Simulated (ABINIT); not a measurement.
## A GW run on BaH2 (P6_3/mmc) in ABINIT, with inputs changed

A base run on BaH2 (P6_3/mmc), then changed inputs.

Method: PBEsol and many-body steps on it, plane waves, in ABINIT 10.8.3.

## (1) The starting structure

Symmetry: P6_3/mmc, No. 194, hexagonal system. The conventional cell has a = 4.462 Å, b = 4.462 Å, c = 6.055 Å, α = 90.00°, β = 90.00°, γ = 120.00°. Nearest to Ba lie 11 H at 2.58 to 3.03 Å. Nearest to H lie 5 Ba at 2.58 to 3.03 Å and 6 H at 2.99 Å. Nearest to H lie 6 Ba at 2.99 Å and 8 H at 2.99 to 3.03 Å. Farther neighbours are not listed.

The cell and positions are those that the Materials Project relaxed with its own functionals (PBE, PBE+U or r2SCAN), kept fixed. Spin-orbit coupling is left out unless a step names it.

## (2) Screening, 3×3×2 mesh, 323 bands, screening to 190.5 eV

This step: ABINIT 10.8.3; RPA screening on PBEsol, plane waves, norm-conserving pseudopotentials.

The RPA dielectric matrix is built and inverted for each q.

run.abi

```
acell 3*1.0 Angstrom
rprim 
  4.462025052349 0.000000000014 0.000000000000
  -2.231012526186 3.864227047650 0.000000000000
  0.000000000000 0.000000000000 6.055292590000
ntypat 2
znucl 56 1
natom 6
typat 1 1 2 2 2 2
xred 
  0.666666666667 0.333333333333 0.750000000000
  0.333333333333 0.666666666667 0.250000000000
  0.333333333333 0.666666666667 0.750000000000
  0.666666666667 0.333333333333 0.250000000000
  -0.000000000000 -0.000000000000 0.500000000000
  -0.000000000000 -0.000000000000 0.000000000000
pp_dirpath "pseudos"
pseudos "Ba.upf, H.upf"
ecut 32
ngkpt 3 3 2
nshiftk 1
shiftk 0 0 0
kptopt 1
chksymbreak 0
istwfk *1
occopt 1
irdwfk 1
optdriver 3
nband 323
ecuteps 7
inclvkb 2
awtr 1
symchi 1
indata_prefix "in"
outdata_prefix "out"
tmpdata_prefix "tmp"
```

Launch:

```bash
$ OMP_NUM_THREADS=1 mpirun -n 8 abinit run.abi > log
```

The log of the run:

```text
.Version 10.8.3 of ABINIT. v10.8.2 released Aug 2026.

 Symmetries : space group P6_3/m m c (#194); Bravais hP (primitive hexag.)
[... echo of the input left out ...]
== DATASET  1 ==================================================================
-   mpi_nproc: 8, omp_nthreads: 1 (-1 if OMP is not activated)

--- !DatasetInfo
iteration_state: {dtset: 1, }
dimensions: {natom: 6, nkpt: 6, mband: 323, nsppol: 1, nspinor: 1, nspden: 1, mpw: 6126, }
cutoff_energies: {ecut:  32.0, pawecutdg:  -1.0, }
electrons: {nelect:   2.40000000E+01, charge:   0.00000000E+00, occopt:   1.00000000E+00, tsmear:   1.00000000E-02, }

 SCREENING: Calculation of the susceptibility and dielectric matrices

 Based on a program developped by R.W. Godby, V. Olevano, G. Onida, and L. Reining.
 Incorporated in ABINIT by V. Olevano, G.-M. Rignanese, and M. Torrent.
.Using double precision arithmetic ; gwpc =  8

[... cell and pseudopotentials left out ...]
--------------------------------------------------------------------------------

 ==== K-mesh for the wavefunctions ====
 Number of points in the irreducible wedge :     6
[... list of points left out ...]
 Together with 24 symmetry operations and time-reversal symmetry
 yields    18 points in the full Brillouin Zone.

 ==== Q-mesh for the screening function ====
 Number of points in the irreducible wedge :     6
[... list of points left out ...]
 Together with 24 symmetry operations and time-reversal symmetry
 yields    18 points in the full Brillouin Zone.

 setmesh: FFT mesh size selected  =    32x   32x   48
          total number of points  =        49152

 vcoul_init : cutoff-mode = AUXILIARY_FUNCTION
 q-points for optical limit:   1
     1)      0.000010    0.000020    0.000030

- screening: taking advantage of time-reversal symmetry
- Maximum band index for partially occupied states nbvw = 12
- Remaining bands to be divided among processors   nbcw = 311
- Number of bands treated by each node ~38

 Number of electrons calculated from density =   24.0000; Expected =   24.0000
 average of density, n =  0.034063
 r_s =    1.9137
 omega_plasma =   17.8032 [eV]

 calculating chi0 at frequencies [eV] :
  1    0.000000E+00    0.000000E+00
  2    0.000000E+00    1.780320E+01

--------------------------------------------------------------------------------
  q-point number  1        q = ( 0.000000, 0.000000, 0.000000) [r.l.u.]
--------------------------------------------------------------------------------
[... chi0 elements left out ...]
 For q-point:  0.000010 0.000020 0.000030
  dielectric constant =   5.8417
  dielectric constant without local fields =   6.5046

  Average fulfillment of the sum rule on Im[epsilon] for q-point    1 :     99.32  [%]
[... wings left out ...]
  q-point number  2        q = ( 0.333333, 0.000000, 0.000000) [r.l.u.]
--------------------------------------------------------------------------------
[... chi0 elements left out ...]
  Average fulfillment of the sum rule on Im[epsilon] for q-point    2 :    101.98  [%]

 [... 4 further q-points ...]
```

Elapsed: 46 s, on 8 MPI ranks of Intel Xeon Platinum 8488C (Sapphire Rapids), shared host; peak memory 3.2 GiB.

Numbers from this step:

```
ε∞ with local fields, on this mesh, along the program's q direction : 5.842
the same without local fields                                       : 6.505
plasma frequency                                                    : 17.80 eV
plane waves in the screening matrix                                 : 601
```

Local fields lower ε∞ by 10 %. On a Γ-centred mesh this coarse the value itself is usually too large, while a short band sum pulls it down.

## (3) Base

The self-energy is evaluated for the states that the input lists, and the levels follow from it, in one-shot runs by the linearised quasiparticle equation.

This step: G0W0 on PBEsol, plane waves, norm-conserving pseudopotentials.

Changes to run.abi since step 2:

```diff
@@ -27,8 +27,17 @@
 irdwfk 1
-optdriver 3
+optdriver 4
 nband 323
+gwcalctyp 0
+ecutsigx 32
+symsigma 1
+nkptgw 2
+kptgw 
+  0.0000000000 0.0000000000 0.0000000000
+  0.3333333333 0.3333333333 0.5000000000
+bdgw 
+  11 14
+  11 14
 ecuteps 7
-inclvkb 2
-awtr 1
-symchi 1
+irdscr 1
+ppmodel 1
 indata_prefix "in"
```

The log of the run:

```text
.Version 10.8.3 of ABINIT. v10.8.2 released Aug 2026.

 Symmetries : space group P6_3/m m c (#194); Bravais hP (primitive hexag.)
[... echo of the input left out ...]
== DATASET  1 ==================================================================
-   mpi_nproc: 8, omp_nthreads: 1 (-1 if OMP is not activated)

--- !DatasetInfo
iteration_state: {dtset: 1, }
dimensions: {natom: 6, nkpt: 6, mband: 323, nsppol: 1, nspinor: 1, nspden: 1, mpw: 6126, }
cutoff_energies: {ecut:  32.0, pawecutdg:  -1.0, }
electrons: {nelect:   2.40000000E+01, charge:   0.00000000E+00, occopt:   1.00000000E+00, tsmear:   1.00000000E-02, }

 SIGMA: Calculation of the GW corrections

 Based on a program developped by R.W. Godby, V. Olevano, G. Onida, and L. Reining.
 Incorporated in ABINIT by V. Olevano, G.-M. Rignanese, and M. Torrent.
.Using double precision arithmetic ; gwpc =  8

[... cell and pseudopotentials left out ...]
--------------------------------------------------------------------------------

 ==== K-mesh for the wavefunctions ====
 Number of points in the irreducible wedge :     6
[... list of points left out ...]
 Together with 24 symmetry operations and time-reversal symmetry
 yields    18 points in the full Brillouin Zone.

 ==== Q-mesh for screening function ====
 Number of points in the irreducible wedge :     6
[... list of points left out ...]
 Together with 24 symmetry operations and time-reversal symmetry
 yields    18 points in the full Brillouin Zone.

 vcoul_init : cutoff-mode = AUXILIARY_FUNCTION
 q-points for optical limit:   1
     1)      0.000010    0.000020    0.000030
 setmesh: FFT mesh size selected  =    40x   40x   60
          total number of points  =        96000

 Number of electrons calculated from density =   24.0000; Expected =   24.0000
 average of density, n =  0.034063
 r_s =    1.9137
 omega_plasma =   17.8032 [eV]

 === KS Band Gaps ===
  >>>> For spin  1
   Minimum direct gap =   2.7256 [eV], located at k-point      :   0.0000  0.0000  0.0000
   Fundamental gap    =   1.4734 [eV], Top of valence bands at :   0.0000  0.0000  0.0000
                                       Bottom of conduction at :   0.3333  0.3333  0.5000
 SIGMA fundamental parameters:
 PLASMON POLE MODEL  1
 number of plane-waves for SigmaX                 6089
 number of plane-waves for SigmaC and W            601
 number of plane-waves for wavefunctions          6089
 number of bands                                   323
 number of independent spin polarizations            1
 number of spinorial components                      1
 number of k-points in IBZ                           6
 number of q-points in IBZ                           6
 number of symmetry operations                      24
 number of k-points in BZ                           18
 number of q-points in BZ                           18
 number of frequencies for dSigma/dE                 9
 frequency step for dSigma/dE [eV]                0.25
 number of omega for Sigma on real axis              0
 max omega for Sigma on real axis  [eV]           0.00
 zcut for avoiding poles [eV]                     0.10

 EPSILON^-1 parameters (SCR file):
 dimension of the eps^-1 matrix on file            601
 dimension of the eps^-1 matrix used               601
 number of plane-waves for wavefunctions          6089
 number of bands                                   323
 number of q-points in IBZ                           6
 number of frequencies                               2
 number of real frequencies                          1
 number of imag frequencies                          1

 matrix elements of self-energy operator (all in [eV])

 Perturbative Calculation

--- !SelfEnergy_ee
iteration_state: {dtset: 1, }
kpoint     : [   0.000,    0.000,    0.000, ]
spin       : 1
KS_gap     :    2.726
QP_gap     :    4.348
Delta_QP_KS:    1.623
data: !SigmaeeData |
     Band     E0 <VxcDFT>   SigX SigC(E0)      Z dSigC/dE  Sig(E)    E-E0       E
       11   3.623 -10.601 -13.543   1.572   0.771  -0.297 -11.657  -1.056   2.567
       12   4.131 -10.778 -13.538   1.392   0.774  -0.293 -11.837  -1.059   3.072
       13   6.857  -9.229  -4.726  -3.808   0.812  -0.231  -8.664   0.564   7.421
       14   6.857  -9.229  -4.726  -3.808   0.812  -0.231  -8.664   0.564   7.421

--- !SelfEnergy_ee
iteration_state: {dtset: 1, }
kpoint     : [   0.333,    0.333,    0.500, ]
spin       : 1
KS_gap     :    3.017
QP_gap     :    4.676
Delta_QP_KS:    1.658
data: !SigmaeeData |
     Band     E0 <VxcDFT>   SigX SigC(E0)      Z dSigC/dE  Sig(E)    E-E0       E
       11   2.587 -11.072 -14.405   1.863   0.773  -0.294 -12.208  -1.137   1.451
       12   2.587 -11.072 -14.405   1.863   0.773  -0.294 -12.208  -1.137   1.451
       13   5.605  -8.695  -4.279  -3.774   0.813  -0.230  -8.173   0.522   6.126
       14   5.605  -8.695  -4.279  -3.774   0.813  -0.230  -8.173   0.522   6.126

== END DATASET(S) ==============================================================
================================================================================

 -outvars: echo values of variables after computation  --------
           etotal      0.0000000000E+00
            nband         323
             nkpt           6
          spgroup         194
 [... the other variables as echoed above ...]

 Calculation completed.
```

Elapsed: 34 s, on 8 MPI ranks; peak memory 3.6 GiB; 4.6 min of CPU time.

Numbers from this step:

* G0W0 gap on the points computed: 3.054 eV
* starting gap on the mesh: 1.473 eV
* k of the valence top: 0, 0, 0
* k of the conduction bottom: 0.3333, 0.3333, 0.5
* Z at the valence top: 0.774
* Z at the conduction bottom: 0.813
* least direct G0W0 gap on the computed points: 4.349 eV

The gap on the mesh goes from 1.47 eV to 3.05 eV, a correction of +1.58 eV.

## (4) Coulomb singularity

Changes to run.abi since step 3:

```diff
@@ -42,2 +42,3 @@
 ppmodel 1
+gw_icutcoul 7
 indata_prefix "in"
```

The log of the run:

```text
.Version 10.8.3 of ABINIT. v10.8.2 released Aug 2026.

 Symmetries : space group P6_3/m m c (#194); Bravais hP (primitive hexag.)
[... echo of the input left out ...]
== DATASET  1 ==================================================================
-   mpi_nproc: 8, omp_nthreads: 1 (-1 if OMP is not activated)

--- !DatasetInfo
iteration_state: {dtset: 1, }
dimensions: {natom: 6, nkpt: 6, mband: 323, nsppol: 1, nspinor: 1, nspden: 1, mpw: 6126, }
cutoff_energies: {ecut:  32.0, pawecutdg:  -1.0, }
electrons: {nelect:   2.40000000E+01, charge:   0.00000000E+00, occopt:   1.00000000E+00, tsmear:   1.00000000E-02, }

 SIGMA: Calculation of the GW corrections

 Based on a program developped by R.W. Godby, V. Olevano, G. Onida, and L. Reining.
 Incorporated in ABINIT by V. Olevano, G.-M. Rignanese, and M. Torrent.
.Using double precision arithmetic ; gwpc =  8

[... cell and pseudopotentials left out ...]
--------------------------------------------------------------------------------

 ==== K-mesh for the wavefunctions ====
 Number of points in the irreducible wedge :     6
[... list of points left out ...]
 Together with 24 symmetry operations and time-reversal symmetry
 yields    18 points in the full Brillouin Zone.

 ==== Q-mesh for screening function ====
 Number of points in the irreducible wedge :     6
[... list of points left out ...]
 Together with 24 symmetry operations and time-reversal symmetry
 yields    18 points in the full Brillouin Zone.

 vcoul_init : cutoff-mode = AUX_GB
 q-points for optical limit:   1
     1)      0.000010    0.000020    0.000030
 setmesh: FFT mesh size selected  =    40x   40x   60
          total number of points  =        96000

 Number of electrons calculated from density =   24.0000; Expected =   24.0000
[...]
number of omega for Sigma on real axis              0
 max omega for Sigma on real axis  [eV]           0.00
 zcut for avoiding poles [eV]                     0.10

 EPSILON^-1 parameters (SCR file):
 dimension of the eps^-1 matrix on file            601
 dimension of the eps^-1 matrix used               601
 number of plane-waves for wavefunctions          6089
 number of bands                                   323
 number of q-points in IBZ                           6
 number of frequencies                               2
 number of real frequencies                          1
 number of imag frequencies                          1

 matrix elements of self-energy operator (all in [eV])

 Perturbative Calculation

--- !SelfEnergy_ee
iteration_state: {dtset: 1, }
kpoint     : [   0.000,    0.000,    0.000, ]
spin       : 1
KS_gap     :    2.726
QP_gap     :    4.359
Delta_QP_KS:    1.633
data: !SigmaeeData |
     Band     E0 <VxcDFT>   SigX SigC(E0)      Z dSigC/dE  Sig(E)    E-E0       E
       11   3.623 -10.601 -13.668   1.624   0.769  -0.300 -11.711  -1.110   2.513
       12   4.131 -10.778 -13.664   1.444   0.772  -0.296 -11.891  -1.113   3.018
       13   6.857  -9.229  -4.726  -3.860   0.810  -0.235  -8.708   0.521   7.377
[...]
--- !SelfEnergy_ee
iteration_state: {dtset: 1, }
kpoint     : [   0.333,    0.333,    0.500, ]
spin       : 1
KS_gap     :    3.017
QP_gap     :    4.686
Delta_QP_KS:    1.669
data: !SigmaeeData |
     Band     E0 <VxcDFT>   SigX SigC(E0)      Z dSigC/dE  Sig(E)    E-E0       E
[...]
13   5.605  -8.695  -4.279  -3.826   0.811  -0.233  -8.217   0.478   6.083
       14   5.605  -8.695  -4.279  -3.826   0.811  -0.233  -8.217   0.478   6.083

== END DATASET(S) ==============================================================
================================================================================

 -outvars: echo values of variables after computation  --------
           etotal      0.0000000000E+00
            nband         323
             nkpt           6
          spgroup         194
 [... the other variables as echoed above ...]

 Calculation completed.
```

Wall time 35 s (8 MPI ranks); peak memory 3.6 GiB.

This step gave:

| Quantity | Value |
| --- | --- |
| G0W0 gap on the points computed | 3.065 eV |
| starting gap on the mesh | 1.473 eV |
| k of the valence top | 0, 0, 0 |
| k of the conduction bottom | 0.3333, 0.3333, 0.5 |
| Z at the valence top | 0.772 |
| Z at the conduction bottom | 0.811 |
| least direct G0W0 gap on the computed points | 4.359 eV |

Against G0W0 in ABINIT (3×3×2 mesh, 323 bands, screening to 190.5 eV, Godby-Needs plasmon pole), the gap moves by +0.011 eV.

## (5) Side by side

Times are wall times on 8 MPI ranks of Intel Xeon Platinum 8488C (Sapphire Rapids), shared host, good to a factor of about two. A run's time includes the screening step that it read.

| run | mesh | bands | screening cutoff (eV) | DFT gap (eV) | gap on the mesh (eV) | direct (eV) | ε∞ used | time |
| --- | --- | --- | --- | --- | --- | --- | --- | --- |
| base | 3×3×2 | 323 | 190.5 | 1.473 | 3.054 | 4.349 | 5.84 | 80 s |
| Coulomb singularity | 3×3×2 | 323 | 190.5 | 1.473 | 3.065 | 4.359 | 5.84 | 81 s |

## (6) What came out

- base: 3.054 eV
- Coulomb singularity: 3.065 eV
- known limits: not at the basis limit; no spin-orbit coupling; coarse k mesh

What this shows: Coulomb singularity: +0.011 eV against base (keys changed: gw_icutcoul). Bands and cutoff are finite, so the gap is not at the basis limit. The miss can reach some tenths of an eV and take either sign; the mesh is an error of its own. In the first G0W0 run levels were corrected at 2 k points alone, so a gap called «on the mesh» is the least over those, and an edge elsewhere would be missed. The 3×3×2 mesh is coarse for this cell, which bears on the long-range parts of exchange and screening. The many-body steps are scalar-relativistic: spin-orbit coupling is not in them.

[Paths, hosts, dates, memory and timing lines, banners, echoed tables and standing remarks are left out of the program output.]

[Logs are printed without paths, hosts, clocks, repeated set-up lines and the standing remarks that a program may print on its own settings, such as how far it seeks lower states.]

[Runs of the session that timed out or met a known fault of the program may be left out.]

[No measured gap is set beside runs whose start may be inverted or whose files or cutoffs have a known fault.]

[Hosts, paths, dates, database ids (printed as entryN), source tags and the programs' standing remarks are cut or masked in the printed files.]

[G0W0 gaps are taken among the corrected bands and points alone; a level outside them can change the order at an edge.]

[Where Ansatz stands beside ABINIT at settings called matched, ABINIT's density can come from a denser mesh and the files from another edition; pairs whose starting gaps differed by over 0.03 eV were left out, so agreement reads better than it is.]
